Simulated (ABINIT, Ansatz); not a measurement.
# SnGeSe3 (Pm-3m): zone-centre phonons, part 2 of 5

Which modes does SnGeSe3 (Pm-3m) have at the zone centre?

ABINIT 10.8.3; DFT LDA, scalar-relativistic, plane waves, HGH norm-conserving pseudopotentials.

So far. Step 4 (Relaxation): The volume changes by +0.0 % in this run and stands -1.2 % from the first cell. Step 5 (Self-consistent run for the response): The cell stands at -1.1 GPa: the relaxation ran with a smoothed and higher cutoff, and the difference is a stress of the finite basis. The relaxed cell has a = 4.901 Å (conventional setting).

The structure was built from a prototype and need not be the compound's stable phase.

## (6) Linear response at Γ

At q = 0 one unit cell holds all displacements. The response is solved for single atoms along the cell's directions, and symmetry skips those that follow from others. The crystal is treated as a metal, which screens a static field, so no field response is asked.

The input, dfpt_gamma.abi:

```

# common to the responses
getwfk_filepath "gso_WFK"
kptopt 2
nqpt 1
qpt 0.0 0.0 0.0
asr 0
chneut 0

# displacements
rfphon 1
rfatpol 1 5
rfdir 1 1 1
tolvrs 1.0d-10
prtwf 0

# basis, mesh and filling
ecut 20.0
ixc 7
ngkpt 6 6 6
nshiftk 1
shiftk 0.0 0.0 0.0
istwfk *1
occopt 6
tsmear 0.01
nband 20
nstep 100
diemac 1000000.0
prtebands 0
prtgsr 0

# cell and atoms
acell 9.260854615 9.260854615 9.260854615
rprim 
    1.0 0.0 0.0
    0.0 1.0 0.0
    0.0 0.0 1.0
ntypat 3
znucl 50 32 34
natom 5
typat 1 2 3 3 3
xred 
    0.0 0.0 0.0
    0.5 0.5 0.5
    0.5 0.5 0.0
    0.5 0.0 0.5
    0.0 0.5 0.5
pp_dirpath "./pseudo"
pseudos "Sn.hgh, Ge.hgh, Se.hgh"
```

The run is started by

```bash
OMP_NUM_THREADS=1 mpirun -n 4 abinit dfpt_gamma.abi > dfpt_gamma.log
```

Numbers of over 12 decimals in the logs are rounded to 6 here.

dfpt_gamma.abo, the main output file:

```text
[banners, grids, parts of the stress and lines that vanish by symmetry left out]
- input  file    -> dfpt_gamma.abi
- output file    -> dfpt_gamma.abo
- root for input  files -> dfpt_gammai
- root for output files -> dfpt_gammao

 Symmetries : space group Pm -3 m (#221); Bravais cP (primitive cubic)
================================================================================
 Values of the parameters that define the memory need of the present run (RF).
     intxc =       0      iscf =       7    lmnmax =       6     lnmax =       6
     mgfft =      40  mpssoang =       3    mqgrid =    3001     natom =       5
  nloc_mem =       1    nspden =       1   nspinor =       1    nsppol =       1
      nsym =      48    n1xccc =       0    ntypat =       3    occopt =       6
   xclevel =       1
-    mband =          20        mffmem =           1         mkmem =          28
-   mkqmem =          28        mk1mem =          28           mpw =        3448
      nfft =       64000          nkpt =         112
- my_mband =          20
================================================================================
================================================================================

--------------------------------------------------------------------------------
------------- Echo of variables that govern the present computation ------------
--------------------------------------------------------------------------------
-
- outvars: echo of selected default values
-   iomode0 =  0 , fftalg0 =312 , wfoptalg0 =  0
-
- outvars: echo of global parameters not present in the input file
-  max_nthreads =    1
-
 -outvars: echo values of preprocessed input variables
 [... echo left out ...]
================================================================================

 chkinp: Checking input parameters for consistency.

[...]
== DATASET  1 ==================================================================
-   mpi_nproc: 4, omp_nthreads: 1 (-1 if OMP is not activated)

--- !DatasetInfo
iteration_state: {dtset: 1, }
dimensions: {natom: 5, nkpt: 112, mband: 20, nsppol: 1, nspinor: 1, nspden: 1, mpw: 3448, }
cutoff_energies: {ecut:  20.0, pawecutdg:  -1.0, }
electrons: {nelect:   2.60000000E+01, charge:   0.00000000E+00, occopt:   6.00000000E+00, tsmear:   1.00000000E-02, }
meta: {optdriver: 1, rfphon: 1, }
...

 mkfilename: getwfk from: gso_WFK

 Exchange-correlation functional for the present dataset will be:
  LDA: Perdew-Wang 92 LSD fit to Ceperley-Alder data - ixc=7
 Citation for XC functional:
  J.P.Perdew and Y.Wang, PRB 45, 13244 (1992)

 Real(R)+Recip(G) space primitive vectors, cartesian coordinates (Bohr,Bohr^-1):
 R(1)=  9.2608546  0.0000000  0.0000000  G(1)=  0.1079814  0.0000000  0.0000000
 R(2)=  0.0000000  9.2608546  0.0000000  G(2)=  0.0000000  0.1079814  0.0000000
 R(3)=  0.0000000  0.0000000  9.2608546  G(3)=  0.0000000  0.0000000  0.1079814
 Unit cell volume ucvol=  7.9424264E+02 bohr^3
 Angles (23,13,12)=  9.00000000E+01  9.00000000E+01  9.00000000E+01 degrees
 setup1 : take into account q-point for computing boxcut.

 getcut: wavevector=  0.0000  0.0000  0.0000  ngfft=  40  40  40
         ecut(hartree)=     20.000   => boxcut(ratio)=   2.14550

--- Pseudopotential description ------------------------------------------------
- pspini: atom type   1  psp file is ./pseudo/Sn.hgh

- pspini: atom type   2  psp file is ./pseudo/Ge.hgh

- pspini: atom type   3  psp file is ./pseudo/Se.hgh

   1.61267328E+03                                ecore*ucvol(ha*bohr**3)
--------------------------------------------------------------------------------

 ==>  initialize data related to q vector <==

 The list of irreducible perturbations for this q vector is:
    1)    idir= 1    ipert=   1
    2)    idir= 1    ipert=   2
    3)    idir= 1    ipert=   3
    4)    idir= 3    ipert=   3

[...]
The perturbation idir=   2  ipert=   1 is
 symmetric of a previously calculated perturbation.
 So, its SCF calculation is not needed.

 The perturbation idir=   3  ipert=   1 is
 symmetric of a previously calculated perturbation.
 So, its SCF calculation is not needed.

 The perturbation idir=   2  ipert=   2 is
 symmetric of a previously calculated perturbation.
 So, its SCF calculation is not needed.

 The perturbation idir=   3  ipert=   2 is
 symmetric of a previously calculated perturbation.
 So, its SCF calculation is not needed.

[...]
The perturbation idir=   2  ipert=   5 is
 symmetric of a previously calculated perturbation.
 So, its SCF calculation is not needed.

 The perturbation idir=   3  ipert=   5 is
 symmetric of a previously calculated perturbation.
 So, its SCF calculation is not needed.

--------------------------------------------------------------------------------
 Perturbation wavevector (in red.coord.)   0.000000  0.000000  0.000000
 Perturbation : displacement of atom   1   along direction   1
 Found     8 symmetries that leave the perturbation invariant.

[...]
dfpt_looppert : total number of electrons, from k and k+q
  fully or partially occupied states are    2.600000E+01 and    2.600000E+01.
 Initialisation of the first-order wave-functions :
  ireadwf=   0

--- !BeginCycle
iteration_state: {dtset: 1, }
solver: {iscf: 7, nstep: 100, nline: 4, wfoptalg: 0, }
tolerances: {tolvrs: 1.00E-10, }
...

     iter   2DEtotal(Ha)        deltaE(Ha) residm    vres2
-ETOT  1   33.370536401006     -6.354E+01 1.057E+00 1.023E+05
 ETOT  2  -1.725983     -3.510E+01 3.409E-02 8.701E+02
 ETOT  3  -2.119129     -3.931E-01 1.942E-02 1.643E+02
 ETOT  4  -2.170958     -5.183E-02 5.889E-04 1.204E+00
 ETOT  5  -2.171316     -3.573E-04 2.417E-04 2.094E-03
[...]
At SCF step   10       vres2   =  6.61E-11 < tolvrs=  1.00E-10 =>converged.
[...]
Mean square residual over all n,k,spin=   10.782E-12; max=  45.377E-10

 Thirteen components of 2nd-order total energy (hartree) are
 1,2,3: 0th-order hamiltonian combined with 1st-order wavefunctions
     kin0=   8.40126237E+01 eigvalue=   6.45981636E-01  local=  -2.07424774E+01
 4,5,6: 1st-order hamiltonian combined with 1st and 0th-order wfs
 loc psp =  -9.00739746E+01  Hartree=   1.77155792E+01     xc=  -9.40371155E+00
 note that "loc psp" includes a xc core correction that could be resolved
 7,8,9: eventually, occupation + non-local contributions
    edocc=   8.30947537E+00     enl0=   1.85484194E+01   enl1=  -1.08097806E+02
 1-9 gives the relaxation energy (to be shifted if some occ is /=2.0)
   erelax=  -9.90858903E+01
 10,11,12 Non-relaxation  contributions : frozen-wavefunctions and Ewald
 fr.local=   5.79534105E+00 fr.nonlo=   5.13158280E+01  Ewald=   3.98034040E+01
 13,14 Frozen wf xc core corrections (1) and (2)
 frxc 1  =   0.00000000E+00  frxc 2 =   0.00000000E+00
 Resulting in :
 2DEtotal=   -0.2171317187E+01 Ha. Also 2DEtotal=   -0.590845506347E+02 eV
    (2DErelax=   -9.9085890322E+01 Ha. 2DEnonrelax=    9.6914573135E+01 Ha)
    (  non-var. 2DEtotal :   -2.1713171888E+00 Ha)

[...]
Perturbation wavevector (in red.coord.)   0.000000  0.000000  0.000000
 Perturbation : displacement of atom   2   along direction   1
 Found     8 symmetries that leave the perturbation invariant.

[...]
dfpt_looppert : total number of electrons, from k and k+q
  fully or partially occupied states are    2.600000E+01 and    2.600000E+01.
 Initialisation of the first-order wave-functions :
  ireadwf=   0

--- !BeginCycle
iteration_state: {dtset: 1, }
solver: {iscf: 7, nstep: 100, nline: 4, wfoptalg: 0, }
tolerances: {tolvrs: 1.00E-10, }
...

     iter   2DEtotal(Ha)        deltaE(Ha) residm    vres2
-ETOT  1   104.61382855588     -5.827E+01 4.804E-01 2.566E+05
[...]
At SCF step   11       vres2   =  6.90E-11 < tolvrs=  1.00E-10 =>converged.
[...]
Mean square residual over all n,k,spin=   54.562E-13; max=  24.883E-10

 Thirteen components of 2nd-order total energy (hartree) are
 1,2,3: 0th-order hamiltonian combined with 1st-order wavefunctions
     kin0=   1.53693320E+02 eigvalue=   3.67895202E+00  local=  -7.91893483E+01
 4,5,6: 1st-order hamiltonian combined with 1st and 0th-order wfs
 loc psp =  -6.25014484E+01  Hartree=   3.57909139E+01     xc=  -1.33058289E+01
 note that "loc psp" includes a xc core correction that could be resolved
 7,8,9: eventually, occupation + non-local contributions
    edocc=   1.14870477E+01     enl0=   4.80774130E+01   enl1=  -2.57963490E+02
 1-9 gives the relaxation energy (to be shifted if some occ is /=2.0)
   erelax=  -1.60232469E+02
 10,11,12 Non-relaxation  contributions : frozen-wavefunctions and Ewald
 fr.local=  -8.28101248E+00 fr.nonlo=   1.31357778E+02  Ewald=   3.98034040E+01
 13,14 Frozen wf xc core corrections (1) and (2)
 frxc 1  =   0.00000000E+00  frxc 2 =   0.00000000E+00
 Resulting in :
 2DEtotal=    0.2647700035E+01 Ha. Also 2DEtotal=    0.720475883085E+02 eV
    (2DErelax=   -1.6023246906E+02 Ha. 2DEnonrelax=    1.6288016909E+02 Ha)
    (  non-var. 2DEtotal :    2.6477000658E+00 Ha)

[...]
Perturbation wavevector (in red.coord.)   0.000000  0.000000  0.000000
 Perturbation : displacement of atom   3   along direction   1
 Found     4 symmetries that leave the perturbation invariant.

[...]
dfpt_looppert : total number of electrons, from k and k+q
  fully or partially occupied states are    2.600000E+01 and    2.600000E+01.
 Initialisation of the first-order wave-functions :
  ireadwf=   0

--- !BeginCycle
iteration_state: {dtset: 1, }
solver: {iscf: 7, nstep: 100, nline: 4, wfoptalg: 0, }
tolerances: {tolvrs: 1.00E-10, }
...

     iter   2DEtotal(Ha)        deltaE(Ha) residm    vres2
-ETOT  1   269.43438378795     -2.323E+02 9.984E-01 6.788E+05
[...]
At SCF step   11       vres2   =  5.54E-11 < tolvrs=  1.00E-10 =>converged.
[...]
Mean square residual over all n,k,spin=   35.592E-12; max=  22.246E-09

 Thirteen components of 2nd-order total energy (hartree) are
 1,2,3: 0th-order hamiltonian combined with 1st-order wavefunctions
     kin0=   4.97909123E+02 eigvalue=   1.70551835E+00  local=  -2.91956298E+02
 4,5,6: 1st-order hamiltonian combined with 1st and 0th-order wfs
 loc psp =  -2.43307243E+02  Hartree=   1.28318731E+02     xc=  -4.57412429E+01
 note that "loc psp" includes a xc core correction that could be resolved
 7,8,9: eventually, occupation + non-local contributions
    edocc=   1.85208649E+01     enl0=   1.94528762E+02   enl1=  -7.63263673E+02
 1-9 gives the relaxation energy (to be shifted if some occ is /=2.0)
   erelax=  -5.03285459E+02
 10,11,12 Non-relaxation  contributions : frozen-wavefunctions and Ewald
 fr.local=   1.07180043E+02 fr.nonlo=   3.84884645E+02  Ewald=   9.68203805E+00
 13,14 Frozen wf xc core corrections (1) and (2)
 frxc 1  =   0.00000000E+00  frxc 2 =   0.00000000E+00
 Resulting in :
 2DEtotal=   -0.1538732545E+01 Ha. Also 2DEtotal=   -0.418710456138E+02 eV
    (2DErelax=   -5.0328545859E+02 Ha. 2DEnonrelax=    5.0174672605E+02 Ha)
    (  non-var. 2DEtotal :   -1.5387322169E+00 Ha)

[...]
Perturbation wavevector (in red.coord.)   0.000000  0.000000  0.000000
 Perturbation : displacement of atom   3   along direction   3
 Found     8 symmetries that leave the perturbation invariant.

--------------------------------------------------------------------------------

--------------------------------------------------------------------------------

 dfpt_looppert : total number of electrons, from k and k+q
  fully or partially occupied states are    2.600000E+01 and    2.600000E+01.
 Initialisation of the first-order wave-functions :
  ireadwf=   0

--- !BeginCycle
iteration_state: {dtset: 1, }
solver: {iscf: 7, nstep: 100, nline: 4, wfoptalg: 0, }
tolerances: {tolvrs: 1.00E-10, }
...

     iter   2DEtotal(Ha)        deltaE(Ha) residm    vres2
-ETOT  1   365.29841234689     -1.444E+02 9.940E-01 8.608E+05
[...]
ETOT 11   6.902542     -1.705E-13 1.741E-08 2.054E-10
 ETOT 12   6.902542      2.387E-12 2.463E-09 1.417E-12

 At SCF step   12       vres2   =  1.42E-12 < tolvrs=  1.00E-10 =>converged.
[...]
Mean square residual over all n,k,spin=   49.926E-13; max=  24.632E-10

 Thirteen components of 2nd-order total energy (hartree) are
 1,2,3: 0th-order hamiltonian combined with 1st-order wavefunctions
     kin0=   4.77445278E+02 eigvalue=   6.77026681E+00  local=  -2.69298617E+02
 4,5,6: 1st-order hamiltonian combined with 1st and 0th-order wfs
 loc psp =  -2.51339808E+02  Hartree=   1.34052712E+02     xc=  -4.40419011E+01
 note that "loc psp" includes a xc core correction that could be resolved
 7,8,9: eventually, occupation + non-local contributions
    edocc=   2.98713273E+01     enl0=   1.68021392E+02   enl1=  -7.54301107E+02
 1-9 gives the relaxation energy (to be shifted if some occ is /=2.0)
   erelax=  -5.02820458E+02
 10,11,12 Non-relaxation  contributions : frozen-wavefunctions and Ewald
 fr.local=  -4.56442190E+00 fr.nonlo=   3.70819390E+02  Ewald=   1.43468031E+02
 13,14 Frozen wf xc core corrections (1) and (2)
 frxc 1  =   0.00000000E+00  frxc 2 =   0.00000000E+00
 Resulting in :
 2DEtotal=    0.6902541644E+01 Ha. Also 2DEtotal=    0.187827726756E+03 eV
    (2DErelax=   -5.0282045753E+02 Ha. 2DEnonrelax=    5.0972299917E+02 Ha)
    (  non-var. 2DEtotal :    6.9025417319E+00 Ha)

[...]
---- first-order wavefunction calculations are completed ----

 ==> Compute Derivative Database <==

 [... matrices left out ...]
  Phonon wavevector (reduced coordinates) :  0.00000  0.00000  0.00000
 Phonon energies in Hartree :
  -5.132426E-04 -5.132426E-04 -5.132426E-04 -3.572200E-04 -3.572200E-04
  -3.572200E-04 -2.074687E-04 -2.074687E-04 -2.074687E-04  1.352043E-05
   1.352043E-05  1.352043E-05  9.273594E-04  9.273594E-04  9.273594E-04
 Phonon frequencies in cm-1    :
- -1.126437E+02 -1.126437E+02 -1.126437E+02 -7.840073E+01 -7.840073E+01
- -7.840073E+01 -4.553411E+01 -4.553411E+01 -4.553411E+01  2.967391E+00
-  2.967391E+00  2.967391E+00  2.035319E+02  2.035319E+02  2.035319E+02

== END DATASET(S) ==============================================================
================================================================================

 -outvars: echo values of variables after computation
            acell      9.2608546150E+00  9.2608546150E+00  9.2608546150E+00 Bohr
           etotal      6.9025416441E+00
            fcart      0.0000000000E+00  0.0000000000E+00  0.0000000000E+00
           strten      0.0000000000E+00  0.0000000000E+00  0.0000000000E+00
================================================================================
```

Run time: 2.1 min. Hardware: 4 MPI ranks of Arm Neoverse V1, shared host; 8.5 min of CPU time.

Numbers from this step:

```
largest acoustic frequency at the zone centre before the sum rule : 2.97 cm⁻¹
highest optical zone-centre mode (no LO-TO term)                  : 203.5 cm⁻¹
lowest optical zone-centre mode                                   : -112.6 cm⁻¹
```

The acoustic modes at Γ come out as far as 3.0 cm⁻¹ from zero, where they should vanish, a small numerical error. The lowest optical mode is imaginary, 113i cm⁻¹, an instability at this level and on this k mesh.

[end of part 2 of 5]

[Host names and launcher messages were left out of these logs when they were recorded.]

[Logs are printed without paths, hosts, clocks, repeated set-up lines and the standing remarks that a program may print on its own settings, such as how far it seeks lower states.]

[Hosts, paths, dates, database ids (printed as entryN), source tags and the programs' standing remarks are cut or masked in the printed files.]
